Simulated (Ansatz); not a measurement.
# A hypothetical structure for PIr

Starting from a made-up structure for PIr, the aim is the relaxed cell, its shortest contacts and, where a second run follows, its electronic structure.

Program: Ansatz 0.2.0. Level of theory: DFT, PBE, plane-wave PAW, files of the set soft_1, scalar-relativistic, no spin, cell and ions relaxed at zero pressure; PAW set soft_1. Results are calculated unless marked as measured.

## (1) Set-up

The structure is orthorhombic, space group Cmmm (No. 65). The conventional cell has a = 3.284 Å, b = 4.258 Å, c = 4.239 Å, α = 90.00°, β = 90.00°, γ = 90.00°. Nearest to Ir lie 8 P at 2.68 to 3.00 Å and 4 Ir at 2.69 Å. P has 8 Ir at 2.68 to 3.00 Å and 4 P at 2.69 Å nearest. Farther neighbours are not listed.

As a file:

```cif
data_structure
_symmetry_space_group_name_H-M 'Cmmm'
_symmetry_Int_Tables_number 65
_cell_length_a 3.2840
_cell_length_b 4.2580
_cell_length_c 4.2390
_cell_angle_alpha 90.000
_cell_angle_beta 90.000
_cell_angle_gamma 90.000
_cell_volume 59.28
loop_
_atom_site_label
_atom_site_type_symbol
_atom_site_symmetry_multiplicity
_atom_site_Wyckoff_symbol
_atom_site_fract_x
_atom_site_fract_y
_atom_site_fract_z
_atom_site_occupancy
Ir1 Ir 2 a 0.00000 0.00000 0.00000 1
P1 P 2 c 0.50000 0.00000 0.50000 1
```

## (2) Relaxation of the guess

The guess takes its coordinates from another compound and its volume from a rule, so the cell and any free coordinates are relaxed together.

input.yaml reads:

```yaml
crystal:
  lattice:
    - [1.642, -2.129, 0.0]
    - [1.642, 2.129, 0.0]
    - [0.0, 0.0, 4.239]
  atoms:
    - { symbol: Ir, position: [0.0, 0.0, 0.0] }
    - { symbol: P, position: [0.5, 0.5, 0.5] }
kpoints:
  mp_grid: { grid: [10, 10, 6] }
scf:
  occupations: { method: fermi_dirac, width: 0.05 }
hamiltonian:
  xc: pbe
  pseudopotentials: { kind: paw, azcp: { folder: soft_1 } }
relax:
  f_tol: 0.015
  max_steps: 70
  cell: {}
output:
  forces: true
  stress: true
```

On the command line:

```
$ ansatz run input.yaml --threads 4 --pin off --max-ram 8192MiB --backend cpu --events-out ev --progress --plain --runs-dir out
```

Numbers of over 12 decimals in the logs are rounded to 6 here.

The log of the run:

```text
Engine: ansatz 0.2.0, aarch64-unknown-linux-gnu
Pseudopotentials: kind: paw
Pseudopotential: Ir, paw, valence charge 17, recommended cutoff 420 eV (normal), soft_1/Ir.paw.azcp
Pseudopotential: P, paw, valence charge 5, recommended cutoff 420 eV (normal), soft_1/P.paw.azcp
Functional definition: PBE
  parameter kappa = 0.804
  parameter beta = 0.066725
  exchange = pbe_x(kappa = kappa, mu = beta*pi^2/3)
  correlation = pbe_c(beta = beta)
Crystal: 2 atoms, lattice volume = 29.638 Å³
Basis set: ecut = 420 eV, 569 PW (Γ), exchange–correlation on 36×36×60 points (8 copies of the dense FFT grid, shifted against one another)
Bands: 15, of which v1, the nominal top of the filled ones, is band 11 counted from 1 (10 counted from 0)
Symmetry: 8 space group operations
Space group: Cmmm (ITA 65), of the structure as read, at distance tolerance 3.1e-5 Å
k-points: 124 of 600
Non-local potential: Ir, projectors of the file, l = 0: 3, l = 1: 2, l = 2: 2, l = 3: 1
Non-local potential: P, projectors of the file, l = 0: 2, l = 1: 2, l = 2: 1
PAW form: soft (Blöchl's): semilocal exchange-correlation on the pseudo side does not see the compensation charge
PAW one-centre angular grid: Ir, 590 points (default); XC on 64 Gauss nodes
PAW one-centre angular grid: P, 110 points (default); XC on 64 Gauss nodes
Initial density: superposition of atomic densities (chi_scale 0.1, normalization cell, long waves kept (reshape's long-wave potential 0.00 eV rms))
Initial wavefunctions: pseudopotential atomic-orbital guess
Functional: x = pbe(κ = 0.804, μ = 0.219515), c = pbe(β = 0.066725)
SCF iter   1: F=—  HF=-12691.476706 eV  |F-HF|=—  |Δ(HF+E_count)|=         —  Δρ=5.01e-2  dr2=1.60e0  ethr=3.10e-3  ⟨swp⟩=5.6  Hψ=9795  notcnv=0
preconditioner: auto → none  [metal: Δε(μ)=0.015 eV  Ē_g=8.527 eV  σ=0.050 eV  W_gap=0.08  n_scr=6 (ndim 8)  ℏωp=25.5 eV  f_vac=0.000  D(μ)=1.13/eV (n_scr^D=6)  sad-step TF]
SCF iter   2: F=—  HF=-12691.375943 eV  |F-HF|=—  |Δ(HF+E_count)|=   1.01e-1  Δρ=3.76e-2  dr2=1.10e0  ethr=3.10e-3  ⟨swp⟩=1.0  Hψ=2852  notcnv=0
SCF iter   3: F=—  HF=-12691.196862 eV  |F-HF|=—  |Δ(HF+E_count)|=   1.79e-1  Δρ=1.28e-2  dr2=1.81e-2  ethr=3.10e-3  ⟨swp⟩=2.3  Hψ=2727  notcnv=0
SCF iter   4: F=—  HF=-12691.195753 eV  |F-HF|=—  |Δ(HF+E_count)|=   1.11e-3  Δρ=4.18e-3  dr2=5.47e-3  ethr=8.23e-5  ⟨swp⟩=2.8  Hψ=4393  notcnv=0  defer=1
SCF iter   5: F=—  HF=-12691.194911 eV  |F-HF|=—  |Δ(HF+E_count)|=   8.42e-4  Δρ=1.12e-3  dr2=4.76e-4  ethr=2.49e-5  ⟨swp⟩=1.0  Hψ=1859  notcnv=0  defer=1
SCF iter   6: F=—  HF=-12691.194847 eV  |F-HF|=—  |Δ(HF+E_count)|=   6.37e-5  Δρ=3.40e-4  dr2=4.04e-5  ethr=2.16e-6  ⟨swp⟩=2.2  Hψ=2450  notcnv=0  defer=1
SCF iter   7: F=—  HF=-12691.194846 eV  |F-HF|=—  |Δ(HF+E_count)|=   1.40e-6  Δρ=2.42e-5  dr2=6.43e-8  ethr=4.55e-10  ⟨swp⟩=4.2  Hψ=7778  notcnv=0
SCF iter   8: F=-12691.194846 eV  HF=-12691.194846 eV  |F-HF|=9.81e-9  |Δ(HF+E_count)|=   6.99e-8  Δρ=8.44e-6  dr2=1.56e-8  ethr=2.92e-10  ⟨swp⟩=2.2  Hψ=6742  notcnv=0
SCF 1 converged in 8 iterations: F = -12691.194846 eV  dr2 = 1.56e-8
  greatest PAW one-centre occupation: 1.000 electrons in one spin orbital (limit 2), on the Ir atom at site 0 (counted from 0), in its partial waves of l = 0
relax step   1: F+E_penalty+E_count = -12691.19484594 eV  Δ(F+E_penalty+E_count) = +0.000e0 eV  max|allowed force component| = 0.000e0 eV/Å  Δτ_max = 0.0000 Å  P = -5.017 GPa  Ω = 29.638 Å³  (8 SCF iters, dr2 threshold 1.00e-7 eV, accepted)
Crystal: 2 atoms, lattice volume = 28.812 Å³
Basis set: ecut = 420 eV, 563 PW (Γ), exchange–correlation on 36×36×60 points (8 copies of the dense FFT grid, shifted against one another)
Initial density: handed on by an earlier stage of this run
Initial wavefunctions: those handed on with the density
iter 1 solved again at ethr=8.28e-5 eV; its pass at ethr=3.10e-3 eV (dr2=1.82e-2 eV) is discarded
SCF iter   1: F=—  HF=-12691.489570 eV  |F-HF|=—  |Δ(HF+E_count)|=         —  Δρ=1.15e-2  dr2=1.84e-2  ethr=8.28e-5  ⟨swp⟩=1.1  Hψ=13268  notcnv=0
preconditioner: auto → none  [metal: Δε(μ)=0.057 eV  Ē_g=8.653 eV  σ=0.050 eV  W_gap=0.27  n_scr=6 (ndim 8)  ℏωp=25.9 eV  f_vac=0.000  D(μ)=1.58/eV (n_scr^D=18)]
SCF iter   2: F=—  HF=-12691.484693 eV  |F-HF|=—  |Δ(HF+E_count)|=   4.88e-3  Δρ=4.70e-3  dr2=2.34e-3  ethr=8.28e-5  ⟨swp⟩=1.0  Hψ=1861  notcnv=0
SCF iter   3: F=—  HF=-12691.484179 eV  |F-HF|=—  |Δ(HF+E_count)|=   5.14e-4  Δρ=6.98e-4  dr2=3.86e-5  ethr=1.06e-5  ⟨swp⟩=1.5  Hψ=2069  notcnv=0
SCF iter   4: F=—  HF=-12691.484178 eV  |F-HF|=—  |Δ(HF+E_count)|=   9.02e-7  Δρ=1.23e-4  dr2=1.75e-6  ethr=1.75e-7  ⟨swp⟩=2.1  Hψ=2762  notcnv=0
iter 5 did not close the SCF: its close was put off for the readings that it lacked (scf_convergence_deferred on its scf_iter line)
SCF iter   5: F=-12691.484178 eV  HF=-12691.484178 eV  |F-HF|=4.77e-9  |Δ(HF+E_count)|=   5.83e-8  Δρ=2.27e-5  dr2=5.18e-8  ethr=7.94e-9  ⟨swp⟩=2.6  Hψ=3146  notcnv=0
SCF iter   6: F=-12691.484178 eV  HF=-12691.484178 eV  |F-HF|=1.31e-10  |Δ(HF+E_count)|=   1.43e-8  Δρ=2.88e-6  dr2=9.41e-10  ethr=2.35e-10  ⟨swp⟩=1.8  Hψ=6245  notcnv=0
SCF 2 converged in 6 iterations: F = -12691.484178 eV  dr2 = 9.41e-10
relax step   2: F+E_penalty+E_count = -12691.48417836 eV  Δ(F+E_penalty+E_count) = -2.893e-1 eV  max|allowed force component| = 9.861e-32 eV/Å  Δτ_max = 0.0000 Å  P = -2.211 GPa  Ω = 28.812 Å³  energy of the carried Pulay correction = +2.108e-4 eV  (6 SCF iters, dr2 threshold 2.00e-7 eV, accepted)
Crystal: 2 atoms, lattice volume = 28.320 Å³
iter 1 solved again at ethr=6.52e-5 eV; its pass at ethr=3.10e-3 eV (dr2=1.44e-2 eV) is discarded
SCF iter   1: F=—  HF=-12691.699146 eV  |F-HF|=—  |Δ(HF+E_count)|=         —  Δρ=1.02e-2  dr2=1.46e-2  ethr=6.52e-5  ⟨swp⟩=1.3  Hψ=13391  notcnv=0
preconditioner: auto → none  [metal: Δε(μ)=0.010 eV  Ē_g=8.922 eV  σ=0.050 eV  W_gap=0.05  n_scr=6 (ndim 8)  ℏωp=26.1 eV  f_vac=0.000  D(μ)=1.65/eV (n_scr^D=20)]
SCF iter   2: F=—  HF=-12691.695337 eV  |F-HF|=—  |Δ(HF+E_count)|=   3.81e-3  Δρ=4.44e-3  dr2=1.94e-3  ethr=6.52e-5  ⟨swp⟩=1.0  Hψ=1860  notcnv=0
SCF iter   3: F=—  HF=-12691.694967 eV  |F-HF|=—  |Δ(HF+E_count)|=   3.70e-4  Δρ=6.05e-4  dr2=2.39e-5  ethr=8.80e-6  ⟨swp⟩=1.4  Hψ=2051  notcnv=0
SCF iter   4: F=—  HF=-12691.694978 eV  |F-HF|=—  |Δ(HF+E_count)|=   1.10e-5  Δρ=6.90e-5  dr2=4.55e-7  ethr=1.09e-7  ⟨swp⟩=2.0  Hψ=2467  notcnv=0
iter 5 did not close the SCF: its close was put off for the readings that it lacked (scf_convergence_deferred on its scf_iter line)
[...]
relax step   7: F+E_penalty+E_count = -12692.13967962 eV  Δ(F+E_penalty+E_count) = -7.549e-2 eV  max|allowed force component| = 9.861e-32 eV/Å  Δτ_max = 0.0000 Å  P = +3.791 GPa  Ω = 27.147 Å³  energy of the carried Pulay correction = +5.403e-4 eV  (6 SCF iters, dr2 threshold 2.00e-7 eV, accepted)
relax step   8: F+E_penalty+E_count = -12692.17189953 eV  Δ(F+E_penalty+E_count) = -3.222e-2 eV  max|allowed force component| = 9.861e-32 eV/Å  Δτ_max = 0.0000 Å  P = -0.078 GPa  Ω = 27.385 Å³  energy of the carried Pulay correction = +4.558e-4 eV  (6 SCF iters, dr2 threshold 2.00e-7 eV, accepted)
relax step   9: F+E_penalty+E_count = -12692.17479544 eV  Δ(F+E_penalty+E_count) = -2.896e-3 eV  max|allowed force component| = 9.861e-32 eV/Å  Δτ_max = 0.0000 Å  P = -0.273 GPa  Ω = 27.347 Å³  energy of the carried Pulay correction = +4.620e-4 eV  (6 SCF iters, dr2 threshold 2.00e-7 eV, accepted)
relax step  10: F+E_penalty+E_count = -12692.17499696 eV  Δ(F+E_penalty+E_count) = -2.015e-4 eV  max|allowed force component| = 1.972e-31 eV/Å  Δτ_max = 0.0000 Å  P = +0.321 GPa  Ω = 27.275 Å³  energy of the carried Pulay correction = +4.849e-4 eV  (6 SCF iters, dr2 threshold 2.00e-7 eV, accepted)
relax step  11: F+E_penalty+E_count = -12692.17509557 eV  Δ(F+E_penalty+E_count) = -9.860e-5 eV  max|allowed force component| = 1.242e-29 eV/Å  Δτ_max = 0.0000 Å  P = -0.070 GPa  Ω = 27.312 Å³  energy of the carried Pulay correction = +4.721e-4 eV  (6 SCF iters, dr2 threshold 2.00e-7 eV, accepted)
relax step  12: F+E_penalty+E_count = -12692.17510522 eV  Δ(F+E_penalty+E_count) = -9.653e-6 eV  max|allowed force component| = 9.861e-32 eV/Å  Δτ_max = 0.0000 Å  P = -0.004 GPa  Ω = 27.306 Å³  energy of the carried Pulay correction = +4.742e-4 eV  (6 SCF iters, dr2 threshold 5.60e-8 eV, accepted)
relax step  13: F+E_penalty+E_count = -12692.19121584 eV  Δ(F+E_penalty+E_count) = -1.611e-2 eV  max|allowed force component| = 9.861e-32 eV/Å  Δτ_max = 0.0000 Å  P = +0.943 GPa  Ω = 27.306 Å³  stress off target by 2.65e0 GPa  SCF on the basis re-selected at this cell (its energy is not comparable with the rows above)  (6 SCF iters)
relax step  14: F+E_penalty+E_count = -12692.19509809 eV  Δ(F+E_penalty+E_count) = -3.882e-3 eV  max|allowed force component| = 7.889e-31 eV/Å  Δτ_max = 0.0000 Å  P = +0.517 GPa  Ω = 27.343 Å³  energy of the carried Pulay correction = -1.333e-5 eV  (6 SCF iters, dr2 threshold 2.00e-7 eV, accepted)
relax step  15: F+E_penalty+E_count = -12692.19534833 eV  Δ(F+E_penalty+E_count) = -2.502e-4 eV  max|allowed force component| = 9.861e-32 eV/Å  Δτ_max = 0.0000 Å  P = -0.631 GPa  Ω = 27.485 Å³  energy of the carried Pulay correction = -5.484e-5 eV  (6 SCF iters, dr2 threshold 2.00e-7 eV, accepted)
relax step  16: F+E_penalty+E_count = -12692.19556830 eV  Δ(F+E_penalty+E_count) = -2.200e-4 eV  max|allowed force component| = 4.314e-31 eV/Å  Δτ_max = 0.0000 Å  P = +0.055 GPa  Ω = 27.400 Å³  energy of the carried Pulay correction = -3.172e-5 eV  (6 SCF iters, dr2 threshold 2.00e-7 eV, accepted)
relax step  17: F+E_penalty+E_count = -12692.19558439 eV  Δ(F+E_penalty+E_count) = -1.609e-5 eV  max|allowed force component| = 9.861e-32 eV/Å  Δτ_max = 0.0000 Å  P = -0.011 GPa  Ω = 27.408 Å³  energy of the carried Pulay correction = -3.347e-5 eV  (6 SCF iters, dr2 threshold 9.03e-8 eV, accepted)
iter 1 solved again at ethr=1.50e-7 eV; its pass at ethr=3.10e-3 eV (dr2=3.30e-5 eV) is discarded
SCF iter   1: F=—  HF=-12692.195617 eV  |F-HF|=—  |Δ(HF+E_count)|=         —  Δρ=1.36e-4  dr2=1.60e-7  ethr=1.50e-7  ⟨swp⟩=3.0  Hψ=14754  notcnv=0
SCF iter   2: F=—  HF=-12692.195615 eV  |F-HF|=—  |Δ(HF+E_count)|=   1.52e-6  Δρ=6.76e-5  dr2=3.45e-8  ethr=7.26e-10  ⟨swp⟩=2.3  Hψ=2745  notcnv=0
SCF iter   3: F=—  HF=-12692.195617 eV  |F-HF|=—  |Δ(HF+E_count)|=   2.37e-6  Δρ=5.08e-6  dr2=2.77e-10  ethr=1.57e-10  ⟨swp⟩=2.2  Hψ=2522  notcnv=0
iter 4 did not close the SCF: its close was put off for the readings that it lacked (scf_convergence_deferred on its scf_iter line)
SCF iter   4: F=-12692.195617 eV  HF=-12692.195617 eV  |F-HF|=7.28e-12  |Δ(HF+E_count)|=   1.30e-8  Δρ=2.88e-7  dr2=7.89e-12  ethr=1.26e-12  ⟨swp⟩=2.5  Hψ=3142  notcnv=0
iter 5 did not close the SCF: its close was put off for the readings that it lacked (scf_convergence_deferred on its scf_iter line)
SCF iter   5: F=-12692.195617 eV  HF=-12692.195617 eV  |F-HF|=3.64e-12  |Δ(HF+E_count)|=  9.09e-12  Δρ=5.26e-8  dr2=2.87e-13  ethr=1.00e-12  ⟨swp⟩=1.0  Hψ=1860  notcnv=0
iter 6 did not close the SCF: its close was put off for the readings that it lacked (scf_convergence_deferred on its scf_iter line)
SCF iter   6: F=-12692.195617 eV  HF=-12692.195617 eV  |F-HF|=7.28e-12  |Δ(HF+E_count)|=  7.28e-12  Δρ=7.41e-9  dr2=5.43e-15  ethr=1.00e-12  ⟨swp⟩=1.0  Hψ=1860  notcnv=0
iter 7 did not close the SCF: its close was put off for the readings that it lacked (scf_convergence_deferred on its scf_iter line)
SCF iter   7: F=-12692.195617 eV  HF=-12692.195617 eV  |F-HF|=0.00e0  |Δ(HF+E_count)|=  1.09e-11  Δρ=1.45e-9  dr2=5.08e-16  ethr=1.00e-12  ⟨swp⟩=1.0  Hψ=1860  notcnv=0
SCF iter   8: F=-12692.195617 eV  HF=-12692.195617 eV  |F-HF|=1.82e-12  |Δ(HF+E_count)|=    0.00e0  Δρ=3.62e-10  dr2=1.18e-17  ethr=1.00e-12  ⟨swp⟩=2.0  Hψ=5031  notcnv=0
SCF 18 converged in 8 iterations: F = -12692.195617 eV  dr2 = 1.18e-17
relax step  18: F+E_penalty+E_count = -12692.19561736 eV  Δ(F+E_penalty+E_count) = -3.296e-5 eV  max|allowed force component| = 9.861e-32 eV/Å  Δτ_max = 0.0000 Å  P = -0.012 GPa  Ω = 27.408 Å³  stress off target by 1.94e-2 GPa  SCF on the basis re-selected at this cell (its energy is not comparable with the rows above)  (8 SCF iters)
basis re-selected at this cell: Δ(F+E_penalty+E_count) = -3.296e-5 eV, ΔP = -0.001 GPa vs the last step (what re-selecting the basis moved, of the pressure what is left beyond the Pulay correction that the steps carried, after the strain that the cell walked since its last selection, with what the two solves' SCF thresholds leave and, on support functions, any second-order correction that the steps lacked; it is no m [...]
SCF converged after 8 iterations
Free energy (F): -12692.195617 eV
Harris-Foulkes:  -12692.195617 eV  (|F-HF|=1.82e-12)
Internal energy: -12692.180332 eV  (E = F + TS)
E sigma→0 (E₀):  -12692.187975 eV
Entropy (-TS):   -0.015286 eV (-7.643 meV/atom)
Fermi energy:    19.557729 eV
--- Per-component energies (eV) ---
  E_band       = -124.536129
  E_kinetic    = 612.619604
  E_local      = -1551.881250  (includes V_loc(G=0)·N_el)
  E_nonlocal   = 222.232160
  E_hartree    = 600.380609
  E_xc         = -304.220409
  E_vxc        = -319.256028  (∫ρ·V_xc dr)
  E_paw        = -9823.694015  (= ΣΔE_a)
  E_vpaw       = -289.012185  (= ΣTr[D̂ρ^β])
  E_aug_tail   = 0.000352  (compensation charges beyond the density's cutoff)
  E_ewald      = -2447.617382
  E_smearing   = -0.015286  (= −TS)
  E_closure    = -0.000000  (closes the sum)
  Σ components = -12692.195617   (vs F -12692.195617, Δ=0.00e0)
--- Forces (eV/Å), atoms counted from 1 ---
  atom   1  Ir     0.00000000     0.00000000     0.00000000
  atom   2  P      0.00000000     0.00000000     0.00000000
  max |Σ_I F_I| component: 1.97e-31 eV/Å
--- Stress (GPa, compression-positive) ---
       -0.018465       0.000000       0.000000
        0.000000      -0.019363       0.000000
        0.000000       0.000000       0.001914
  P = ⅓ Tr σ = -0.0120 GPa (-0.120 kbar)
--- Relaxed structure (16 steps of the walk, 16 accepted, 2 SCFs on fresh bases) ---
  F+E_penalty+E_count = -12692.19561736 eV   max|allowed force component| = 9.861e-32 eV/Å   (the final SCF, on the basis selected at the relaxed cell)
  cell:  # Å, volume = 27.4082 Å³
    - [2.045094, -2.045120, 0.0]
    - [2.045094, 2.045120, 0.0]
    - [0.0, 0.0, 3.276565]
  atoms:
    - { symbol: Ir, position: [0, 0, 0.0] }
    - { symbol: P, position: [0.5, 0.5, 0.5] }
```

It took 11 s on 4 threads of Arm Neoverse V2, shared host; peak memory 0.35 GiB.

Step by step:

```csv
step,energy less that of the first step (eV),largest force component (eV/Å),pressure (GPa),volume (Å³)
1,0.0000,0.0000,-5.02,29.64
2,-0.2893,0.0000,-2.21,28.81
3,-0.5001,0.0000,0.59,28.32
4,-0.6455,0.0000,1.76,28.16
5,-0.7740,0.0000,5.70,27.53
6,-0.8693,0.0000,-1.58,28.15
7,-0.9448,0.0000,3.79,27.15
8,-0.9771,0.0000,-0.08,27.39
9,-0.9799,0.0000,-0.27,27.35
10,-0.9802,0.0000,0.32,27.27
11,-0.9803,0.0000,-0.07,27.31
12,-0.9803,0.0000,0.00,27.31
13*,-0.9964,0.0000,0.94,27.31
14,-1.0003,0.0000,0.52,27.34
15,-1.0005,0.0000,-0.63,27.49
16,-1.0007,0.0000,0.05,27.40
17,-1.0007,0.0000,-0.01,27.41
18*,-1.0008,0.0000,-0.01,27.41
```

Relaxation steps marked * repeat the geometry before them on a plane-wave basis chosen anew for their cell, so energy and pressure can jump there.

The run keeps the 8 symmetry operations that it works with, so distortions that break them were not tested.

```csv
cell as run,before,after,change
a (Å),2.689,2.892,+7.6 %
b (Å),2.689,2.892,+7.6 %
c (Å),4.239,3.277,-22.7 %
γ (°),104.72,90.00,-14.1 %
volume (Å³/atom),14.82,13.70,-7.5 %
```

Final coordinates:

```xyz
2
Lattice="2.0451 -2.0451 0.0000 2.0451 2.0451 0.0000 0.0000 0.0000 3.2766" Properties=species:S:1:pos:R:3 pbc="T T T"
Ir    0.0000    0.0000    0.0000
P     2.0451    0.0000    1.6383
```

This step gave:

```
free energy             : -12692.1956 eV
energy at zero smearing : -12692.1880 eV
smearing term TS        : 0.01529 eV
Fermi energy            : 19.56 eV
electrons               : 22
symmetry operations     : 8
pressure                : -0.01197 GPa
```

Shortest distances by pair of elements, guess and relaxed (not always the same contact):

```csv
pair,guess (Å),relaxed (Å)
Ir–P,2.681,2.620
Ir–Ir,2.689,2.892
P–P,2.689,2.892
```

The relaxation ends with a pressure of -0.01 GPa.

## (3) Results

```
space group, relaxed : P4/mmm
conventional cell    : a = 2.892, b = 2.892, c = 3.277 Å; α = 90.0°, β = 90.0°, γ = 90.0°
volume per atom      : 13.70 Å³ (guess 14.82)
```

**Reading.** PIr relaxes to P4/mmm with a = 2.892, b = 2.892 and c = 3.277 Å. The guessed volume was 8 % too large. The symmetry rose from Cmmm to P4/mmm, so the distortion of the structure type doesn't survive with these elements. Mesh and cutoff weren't tested. A vector of the cell changed its length by 23 %, so the starting arrangement is largely lost and the mesh was laid for another shape. Spin-orbit coupling is left out, which can matter for elements this heavy. No dispersion term is used, so weakly bound directions may come out too long. The runs have no spin, and magnetism wasn't tested. Nothing here tests whether the compound is stable against decomposition.

[Logs are printed without paths, hosts, clocks, repeated set-up lines and the standing remarks that a program may print on its own settings, such as how far it seeks lower states.]

[Hosts, paths, dates, database ids (printed as entryN), source tags and the programs' standing remarks are cut or masked in the printed files.]
